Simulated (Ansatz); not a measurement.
# Formation energy and levels of the vacancy V_S in BaLa2S4 (I-42d)

Wanted: the transition levels of a vacancy in BaLa2S4 (I-42d), from a cell of 56 host atoms with 1 S taken out.

Calculated with Ansatz 0.2.0; place-levels on PBEsol runs: charge-transition levels and formation energies with image-charge correction and potential alignment at the atomic sites.

## Step 1: The structure

The cell holds 55 atoms: 8 Ba, 16 La and 31 S. Cell: a = 12.447 Å, b = 12.447 Å, c = 12.477 Å, α = 59.9°, β = 59.9°, γ = 60.2°. It derives from BaLa2S4 (space group I-42d). Nearest the centre at fractional (0.361, 0.449, 0.472): La18 at 2.89 Å, La14 at 2.98 Å, La23 at 3.06 Å, Ba1 at 3.06 Å, La10 at 3.14 Å, Ba6 at 3.18 Å, S50 at 3.22 Å, S41 at 3.27 Å.

The host's dielectric constants go in as inputs: (7.76, 7.76, 7.54) for the electrons alone, (20.97, 20.97, 18.13) with the ions, from a response run on this crystal (DFPT, PBEsol) at that run's own cell.

The cell's shortest repeat is 12.4 Å.

## Step 2: The runs of each charge state

A transition level is the Fermi level at which two charge states cost the same, so each charge needs its own total energy, at its own relaxed structure.

Each atom starts 0.05 Å or so off its site in a random direction. Forces are taken at one point at (¼, ¼, ¼). The cell holds 1 electron more than the neutral one, with a uniform background that keeps it neutral on the whole. The electron count is odd, so at least one spin is unpaired; this run locks the moment at 1 μB.

The sampling was tested on the host first: at the k-points planned (1x1x1 shifted 0.25 0.25 0.25) its energy lies 0.005 eV an atom from the dense-mesh value, under the bound of 0.02 eV set for this test; that bounds the host's error, not the defect's.

One of the inputs; charge, spin and start change from state to state.

Contents of qm1_M1.relax/input.yaml:

```yaml
crystal:
  lattice:
    - [0.0, 8.82241619, 8.7801378]
    - [8.82241619, 0.0, 8.7801378]
    - [8.82241619, 8.82241619, 0.0]
  atoms:
    - { symbol: Ba, position: [0.125, 0.625, 0.375] }
    - { symbol: Ba, position: [0.375, 0.875, 0.625] }
[... 3 atom lines left out ...]
    - { symbol: Ba, position: [0.25, 0.25, 0.75] }
    - { symbol: Ba, position: [0.5, 0.5, 0.0] }
[... 2 atom lines left out ...]
    - { symbol: La, position: [0.37368137, 0.25131863, 0.37631863] }
    - { symbol: La, position: [0.62368137, 0.50131863, 0.62631863] }
[... 2 atom lines left out ...]
    - { symbol: La, position: [0.24868137, 0.62631863, 0.62368137] }
[... 3 atom lines left out ...]
    - { symbol: La, position: [0.50131863, 0.62368137, 0.24868137] }
[... 4 atom lines left out ...]
    - { symbol: La, position: [0.62631863, 0.24868137, 0.50131863] }
    - { symbol: La, position: [0.87631863, 0.49868137, 0.75131863] }
    - { symbol: S, position: [0.23611748, 0.82415068, 0.34321553] }
    - { symbol: S, position: [0.48611748, 0.07415068, 0.59321553] }
[... 2 atom lines left out ...]
    - { symbol: S, position: [0.07415068, 0.48611748, 0.84651631] }
    - { symbol: S, position: [0.32415068, 0.73611748, 0.09651631] }
[... 4 atom lines left out ...]
    - { symbol: S, position: [0.71821553, 0.47151631, 0.36111748] }
    - { symbol: S, position: [0.96821553, 0.72151631, 0.61111748] }
[... 4 atom lines left out ...]
    - { symbol: S, position: [0.44915068, 0.36111748, 0.71821553] }
[... 2 atom lines left out ...]
    - { symbol: S, position: [0.09321553, 0.34651631, 0.57415068] }
[... 5 atom lines left out ...]
    - { symbol: S, position: [0.59651631, 0.34321553, 0.23611748] }
[... 1 atom line left out ...]
    - { symbol: S, position: [0.22151631, 0.46821553, 0.19915068] }
    - { symbol: S, position: [0.47151631, 0.71821553, 0.44915068] }
[... 1 atom line left out ...]
    - { symbol: S, position: [0.97151631, 0.21821553, 0.94915068] }
  host:
    repeats: [1, 1, 1]
    atoms:
      - { symbol: Ba, position: [0.125, 0.625, 0.375] }
      - { symbol: Ba, position: [0.375, 0.875, 0.625] }
      # ... 54 more atoms of the perfect host
total_charge: -1
basis:
  ecutwfc: 420
  xc_grid: 2
hamiltonian:
  xc: pbesol
kpoints:
  mp_grid: { grid: [1, 1, 1], shift: [0.25, 0.25, 0.25] }
magnetization:
  spin_polarized: true
  initial_magnetization: 1
  spin_locking: { lock_magnetization: hard }
scf:
  occupations: { method: fixed }
  max_iter: 100
output:
  forces: true
  charged_corrections:
    epsilon: [7.76, 7.76, 7.54]
    static_epsilon: [20.97, 20.97, 18.13]
    defect_position: [0.361117, 0.449151, 0.471516]
relax:
  f_tol: 0.02
  max_steps: 80
  random_displacement: { amplitude: 0.05, seed: 8557 }
checkpoint:
  write: "../qm1_M1.relax.run"
  compress: false
  write_wavefunctions: true
  write_every: 100000
```

Run with:

```console
$ ansatz run input.yaml --threads 8 --pin off --max-ram 14131MiB --backend cpu --events-out ev --progress --plain --runs-dir out
```

The relaxed structure is kept and the sampling changed to a 2×2×2 shifted mesh.

The run of this state that the levels use, under PBEsol:

Contents of qm1_M1.point/input.yaml:

```yaml
crystal:
  checkpoint: "../qm1_M1.relax.run"
  host: checkpoint
total_charge: -1
basis:
  ecutwfc: 420
  xc_grid: 2
hamiltonian:
  xc: pbesol
kpoints:
  mp_grid: { grid: [2, 2, 2], shift: [0.5, 0.5, 0.5] }
magnetization:
  spin_polarized: true
  initial_magnetization: 1
  spin_locking: { lock_magnetization: hard }
scf:
  occupations: { method: fermi_dirac, width: 0.01 }
  max_iter: 100
output:
  forces: true
  eigenvalues: true
  charged_corrections:
    epsilon: [7.76, 7.76, 7.54]
    static_epsilon: [20.97, 20.97, 18.13]
    defect_position: [0.361117, 0.449151, 0.471516]
  eigenstates: { localisation: true }
  populations: true
  efg: {}
checkpoint:
  read: "../qm1_M1.relax.run"
  write: "../qm1_M1.point.run"
  compress: false
  write_wavefunctions: false
  write_every: 100000
```

Relaxations under PBEsol at one point at (¼, ¼, ¼); times on 8 threads of Arm Neoverse V2, shared host:

| charge | moment (μB) | occupations | outcome | steps | largest displacement against the far atoms (Å) | time |
| --- | --- | --- | --- | --- | --- | --- |
| −1 | 1 | fixed | converged | 5 | 0.22 | 1.9 min |
| 0 | 0 | fixed | converged | 5 | 0.23 | 49 s |
| +1 | 1 | fixed | converged | 5 | 0.34 | 1.7 min |
| +2 | 0 | fixed | converged | 6 | 0.72 | 57 s |
| 0 | 2 | fixed | converged | 5 | 0.32 | 1.8 min |

Single points under PBEsol at a 2×2×2 shifted mesh; times on 8 threads of Arm Neoverse V2, shared host:

| charge | moment (μB) | occupations | outcome | time |
| --- | --- | --- | --- | --- |
| −1 | 1 | fermi-dirac | converged | 3 min |
| 0 | 0 | fermi-dirac | converged | 73 s |
| +1 | 1 | fermi-dirac | converged | 2.8 min |
| +2 | 0 | fermi-dirac | converged | 74 s |
| 0 | 2 | fermi-dirac | converged | 3 min |

Distances (Å) from the ideal centre to the nearest atoms after relaxation with PBEsol:

```
charge  moment (μB)       1.       2.       3.       4.       5.       6.
    −1            1  La 2.93   S 3.00  Ba 3.01  La 3.07   S 3.07  La 3.14
     0            0  La 2.94   S 2.99  Ba 3.01  La 3.07   S 3.08  La 3.12
     0            2   S 2.90  La 2.96  Ba 3.02   S 3.02  La 3.11  La 3.21
    +1            1   S 2.89  La 2.97   S 3.01  Ba 3.03  La 3.09  La 3.19
    +2            0   S 2.52   S 2.86  Ba 3.05  La 3.05  La 3.18  La 3.24
```

## Step 3: Levels against the band edges, PBEsol

A charged cell interacts with its images and the background, and its potential has another zero than the host's. place-levels removes the first by a point-charge model, screened by the static dielectric constant since the ions have relaxed around the charge, and the second by comparing potentials at atoms far from the defect.

The host is a run of the defect-free crystal in the same cutoffs, grids and k-points, so that basis and sampling errors cancel in part in the differences. Its band edges come from a run of the primitive cell that searches the zone for them. Chemical potentials are energies per atom of S (S12 rings, Pnnm, not the stable S8 form), run with the same functional and cutoff.

Contents of levels.point.yaml:

```yaml
host:
  run: host.point.run
  levels_from: { run: edges.point.run }
states: [qm1_M1.point.run, q0.point.run, qp1_M1.point.run, qp2.point.run, q0_M2.point.run]
geometry_from:
  qm1_M1.point.run: qm1_M1.relax.run
  q0.point.run: q0.relax.run
  qp1_M1.point.run: qp1_M1.relax.run
  qp2.point.run: qp2.relax.run
  q0_M2.point.run: q0_M2.relax.run
  host.point.run: host.relax.run
chemical_potentials:
  S:
    energy: -884.879081
    dataset: "<sha256 of the dataset>"
epsilon: [7.76, 7.76, 7.54]
static_epsilon: [20.97, 20.97, 18.13]
vertical:
  - { from: qm1_M1.point.run, to: qm1_M1.point_neutral.run }
  - { from: qp1_M1.point.run, to: qp1_M1.point_neutral.run }
  - { from: qp2.point.run, to: qp2.point_neutral.run }
```

Run with:

```console
$ ansatz place-levels levels.point.yaml -- --threads 8 --pin off --max-ram 14131MiB
```

Numbers of over 12 decimals in the logs are rounded to 6 here.

What it wrote:

```text
[... repeated set-up lines and file paths are left out, and long positions are rounded to six places ...]
(+2/+1) 1.471 eV above the valence edge, 0.454 eV under the conduction edge
(+1/0) 1.831 eV above the valence edge, 0.093 eV under the conduction edge
(0/-1) 1.927 eV above the valence edge (+2.162 eV without the band-filling correction), in the conduction band
formation energy of charge +2: +0.773 eV with the Fermi level at the valence edge
formation energy of charge +1: +2.244 eV with the Fermi level at the valence edge
formation energy of charge 0: +4.075 eV with the Fermi level at the valence edge
formation energy of charge -1: +6.002 eV with the Fermi level at the valence edge
vertical -1 to 0: no energy, since no alignment is typed
  the change from vertical[0].from (qm1_M1.point.run) to vertical[0].to (qm1_M1.point_neutral.run): by its potential at epsilon [7.76, 7.76, 7.54] it stands at 0.426 0.204 0.352, with an rms radius of about 6.7 Å (3.9 4.1 3.6 Å across the planes of the cell's [...]
vertical +1 to 0: no energy, since no alignment is typed
  the change from vertical[1].from (qp1_M1.point.run) to vertical[1].to (qp1_M1.point_neutral.run): by its potential at epsilon [7.76, 7.76, 7.54] it stands at 0.382 0.358 0.459, with an rms radius of about 4.1 Å (2.3 2.4 2.4 Å across the planes of the cell's [...]
vertical +2 to 0: no energy, since no alignment is typed
  the change from vertical[2].from (qp2.point.run) to vertical[2].to (qp2.point_neutral.run): by its potential at epsilon [7.76, 7.76, 7.54] it stands at 0.329 0.422 0.465, with an rms radius of about 4.7 Å (2.5 2.9 2.8 Å across the planes of the cell's [...]
  edges by pbesol of host.levels_from (edges.point.run), its mesh sampled to repeats of 38.14 Å (the valence edge +0.079 eV and the conduction edge -0.143 eV from those of the host's own run), gap 1.925 eV; the host is sampled to repeats of 24.89 Å
  the defect's cells are sampled to repeats of 24.89 Å, like sampling
  charge +2: -173054.9595 eV with its correction of +0.065 eV, at epsilon [20.97, 20.97, 18.13], aligned at sites: -0.1552 eV, mean over 11 atomic sites at or beyond 6.22 Å from the host's site at [0.3612, 0.4481, 0.4721] by the defect at [0.3611, 0.4492, [...]
  charge +1: -173044.5205 eV with its correction of -0.056 eV, at epsilon [20.97, 20.97, 18.13], aligned at sites: -0.1498 eV, mean over 11 atomic sites at or beyond 6.22 Å from the host's site at [0.3612, 0.4481, 0.4721] by the defect at [0.3611, 0.4492, [...]
  charge 0: +0.000 eV for its dipole among its images, +0.000 omitted
  charge -1: -173022.5903 eV with its correction of +0.195 eV, at epsilon [20.97, 20.97, 18.13], aligned at sites: -0.1015 eV, mean over 11 atomic sites at or beyond 6.22 Å from the host's site at [0.3612, 0.4481, 0.4721] by the defect at [0.3611, 0.4492, [...]
  states[0] (qm1_M1.point.run): levels filled in part (TS 0.005 eV): its energy is of no whole electron's
  charge 0: states[4] (q0_M2.point.run) stands 0.170 eV higher, with a moment of 2.00 μB against 0.00
  states[4] (q0_M2.point.run): levels filled in part (TS 0.005 eV): its energy is of no whole electron's
  of states[3] (qp2.point.run): it parts from the run at its places by a charge that spreads by about 2.9 Å along one vector (1.8 Å or more is wide), by its potential at epsilon [7.76, 7.76, 7.54], taken for that of held ions (one typed too small widens it), [...]
  of states[2] (qp1_M1.point.run): it parts from the run at its places by a charge that spreads by about 2.4 Å along one vector (1.8 Å or more is wide), by its potential at epsilon [7.76, 7.76, 7.54], taken for that of held ions (one typed too small widens [...]
  of states[1] (q0.point.run): its displacements don't fall off away from the defect: farther atoms stand 0.022 Å off the host's places. [...]
  of states[0] (qm1_M1.point.run): it parts from the run at its places by a charge that spreads by about 4.1 Å along one vector (1.8 Å or more is wide), by its potential at epsilon [7.76, 7.76, 7.54], taken for that of held ions (one typed too small widens [...]
  of states[4] (q0_M2.point.run): its displacements don't fall off away from the defect: farther atoms stand 0.02 Å off the host's places. [...]
  vertical[0].from (qm1_M1.point.run): levels filled in part (TS 0.005 eV): its energy is of no whole electron's
  of vertical[0].from (qm1_M1.point.run): its displacements don't fall off away from the defect: farther atoms stand 0.02 Å off the host's places. [...]
  of vertical[0].to (qm1_M1.point_neutral.run): its displacements don't fall off away from the defect: farther atoms stand 0.02 Å off the host's places. [...]
  of vertical[1].from (qp1_M1.point.run): its displacements don't fall off away from the defect: farther atoms stand 0.021 Å off the host's places. [...]
  of vertical[1].to (qp1_M1.point_neutral.run): its displacements don't fall off away from the defect: farther atoms stand 0.021 Å off the host's places. [...]
  of vertical[2].from (qp2.point.run): its displacements don't fall off away from the defect: farther atoms stand 0.027 Å off the host's places. [...]
  vertical[2].to (qp2.point_neutral.run): levels filled in part (TS 0.008 eV): its energy is of no whole electron's
  of vertical[2].to (qp2.point_neutral.run): its displacements don't fall off away from the defect: farther atoms stand 0.027 Å off the host's places. [...]
```

It took 0.47 s on 8 threads of Arm Neoverse V2, shared host.

Levels between the charges placed, in eV above the valence top:

|  | gap (eV) | (+2/+1) | (+1/0) | (0/−1) |
| --- | --- | --- | --- | --- |
| PBEsol | 1.92 | 1.47 | 1.83 | 1.93 |

Corrections by state:

```csv
charge,moment (μB),image terms and alignment (eV),band filling (eV),ε used,"over the lowest of its charge, as the program ranks them, band filling apart (eV)"
+2,0.0,0.065,-,"principal values (18.13, 20.97, 20.97)",0.000
+1,1.0,-0.056,-,"principal values (18.13, 20.97, 20.97)",0.000
0,0.0,0.000,-,-,0.000
−1,1.0,0.195,-0.235,"principal values (18.13, 20.97, 20.97)",0.000
0,2.0,0.000,-,-,0.170
```

The charged structures listed were also run neutral, and place-levels reads from each pair, by the potential or the spins, how wide the charge is by which they differ; that can be the carrier of either run.

```csv
charge,rms radius (Å),spread where it is widest against the cell (Å),wide from (Å),reading
+2,4.7,2.86,1.76,wide
+1,4.1,2.40,1.76,wide
−1,6.7,4.10,1.76,wide
```

The neutral runs of these pairs need not share the spin of the lowest neutral state, and very wide values only mean spread over the cell.

From the program's caveats on the states, each cut to its opening words:

- charge +2: it parts from the run at its places by a charge that spreads by about 2.9 Å along one vector (1.8 Å or more is wide), by its potential at epsilon [7.76, 7.76, [...]
- charge +2: its displacements don't fall off away from the defect: farther atoms stand 0.027 Å off the host's places
- charge +1 (1 μB): it parts from the run at its places by a charge that spreads by about 2.4 Å along one vector (1.8 Å or more is wide), by its potential at epsilon [7.76, 7.76, [...]
- charge +1 (1 μB): its displacements don't fall off away from the defect: farther atoms stand 0.021 Å off the host's places
- charge 0: its displacements don't fall off away from the defect: farther atoms stand 0.022 Å off the host's places
- charge −1 (1 μB): it parts from the run at its places by a charge that spreads by about 4.1 Å along one vector (1.8 Å or more is wide), by its potential at epsilon [7.76, 7.76, [...]
- charge −1 (1 μB): a band-filling correction moves a carrier to the host's band edge, which changes its energy by -0.235 eV
- charge −1 (1 μB): the host's ions (past the first shell or, of a walk that freed a part, those that it held) aren't shown at rest: they stand up to 0.064 Å off their sites, 0.60 [...]
- charge −1 (1 μB), 0 (2 μB): its displacements don't fall off away from the defect: farther atoms stand 0.02 Å off the host's places
- charge −1 (1 μB): its moments are held at its close (magnetization.spin_locking), by a field of 0.034 eV a Bohr magneton, and its energy and levels are of the state that this [...]
- charge 0 (2 μB): its moments are held at its close (magnetization.spin_locking), by a field of 0.044 eV a Bohr magneton, and its energy and levels are of the state that this [...]

Chemical potentials of the elements' reference phases, run alike. Formation energy by charge state (elemental references; gap 1.92 eV):

| charge | at valence top (eV) | at conduction bottom (eV) | correction included (eV) |
| --- | --- | --- | --- |
| +2 | 0.77 | 4.62 | 0.06 |
| +1 | 2.24 | 4.17 | -0.06 |
| 0 | 4.08 | 4.08 | 0.00 |
| −1 | 6.00 | 4.08 | -0.04 |

| Fermi level (eV) | lowest formation energy (eV) |
| --- | --- |
| 0.00 | 0.77 |
| 0.17 | 1.12 |
| 0.35 | 1.47 |
| 0.52 | 1.82 |
| 0.70 | 2.17 |
| 0.87 | 2.52 |
| 1.05 | 2.87 |
| 1.23 | 3.22 |
| 1.40 | 3.57 |
| 1.58 | 3.82 |
| 1.75 | 3.99 |
| 1.92 | 4.08 |

## Step 4: Effect of the sampling

The relaxations' own energies give the levels at their sampling, for comparison.

Contents of levels.relax_mesh.yaml:

```yaml
host:
  run: host.relax.run
  levels_from: { run: edges.relax.run }
states: [qm1_M1.relax.run, q0.relax.run, qp1_M1.relax.run, qp2.relax.run, q0_M2.relax.run]
chemical_potentials:
  S:
    energy: -884.879081
    dataset: "<sha256 of the dataset>"
```

Run with:

```console
$ ansatz place-levels levels.relax_mesh.yaml -- --threads 8 --pin off --max-ram 14131MiB
```

What it wrote:

```text
(+2/+1) 1.480 eV above the valence edge, 0.444 eV under the conduction edge
(+1/0) 1.850 eV above the valence edge, 0.075 eV under the conduction edge
[...]
formation energy of charge +2: +0.724 eV with the Fermi level at the valence edge
formation energy of charge +1: +2.204 eV with the Fermi level at the valence edge
formation energy of charge 0: +4.054 eV with the Fermi level at the valence edge
formation energy of charge -1: +6.002 eV with the Fermi level at the valence edge
  edges by pbesol of host.levels_from (edges.relax.run), its mesh sampled to repeats of 38.14 Å (the valence edge +0.076 eV and the conduction edge -0.143 eV from those of the host's own run), gap 1.925 eV; the host is sampled to repeats of 12.45 Å
[... the lines on each state left out ...]
```

Wall time 0.16 s (8 threads).

Levels between neighbouring charges, in eV above the valence top:

```csv
,gap (eV),(+2/+1),(+1/0),(0/−1)
"one point at (¼, ¼, ¼)",1.92,1.48,1.85,1.95
a 2×2×2 shifted mesh,1.92,1.47,1.83,1.93
```

Going from one point at (¼, ¼, ¼) to a 2×2×2 shifted mesh moves the levels that carry no band-filling term by up to 0.02 eV and formation energies against the elements by up to 0.05 eV; band-filling terms, which differ between samplings, are in these energies.

## Step 5: Results

```yaml
gap_of_the_host: 1.92 eV (PBEsol)
level_plus_2_plus_1: 1.47 eV above the valence top
level_plus_1_over_0: 1.83 eV above the valence top
level_0_minus_1: 1.93 eV above the valence top, at the conduction bottom (2.16 eV above the valence top without the band-filling term)
lowest_of_the_charges_placed_just_above_the_valence_top_0p02_ev: +2
lowest_of_the_charges_placed_just_below_the_conduction_bottom_0p02_ev: 0
lowest_formation_energy_at_mid_gap_of_the_charges_run_elemental_references: 2.70 eV
```

What this shows: Of the charges placed (−1, 0, +1 and +2), the lowest changes at 1.47 eV (+2/+1) and 1.83 eV (+1/0) above the valence top, in a gap of 1.92 eV. (+1/0) lies 0.09 eV from a band edge, less than the doubt on such levels. Charges above +2 were not placed, so these runs say nothing of levels that involve them. States placed: +2 at 0 μB; +1 at 1 μB; 0 at 0 μB and 2 μB; −1 at 1 μB. Other spin states or structures, where not listed, weren't placed. The program finds carriers beyond a band edge of the host and adds a band-filling term at charge −1 (-0.24 eV); steps to such a charge show no bound level, and a defect level inside a band would be read the same way. Going from one point at (¼, ¼, ¼) to a 2×2×2 shifted mesh moves the levels that carry no band-filling term by up to 0.02 eV and formation energies against the elements by up to 0.05 eV; band-filling terms, which differ between samplings, are in these energies. Limits: PBEsol makes the gap too small and tends to spread out bound carriers; spin–orbit coupling, which can matter with heavy atoms, is left out.

[Logs are printed without paths, hosts, clocks, repeated set-up lines and the standing remarks that a program may print on its own settings, such as how far it seeks lower states.]

[Hosts, paths, dates, database ids (printed as entryN), source tags and the programs' standing remarks are cut or masked in the printed files.]

[Where a table of states has a column of steps, it counts the stored structures, which are thinned; the runs took as many ionic steps or more.]

[A defect's name tells the site on which it was built; relaxed atoms can leave that site.]

[For some hosts the program warned that the k-mesh of the response run may be too coarse for force constants and the static dielectric constant; such warnings are not shown here.]
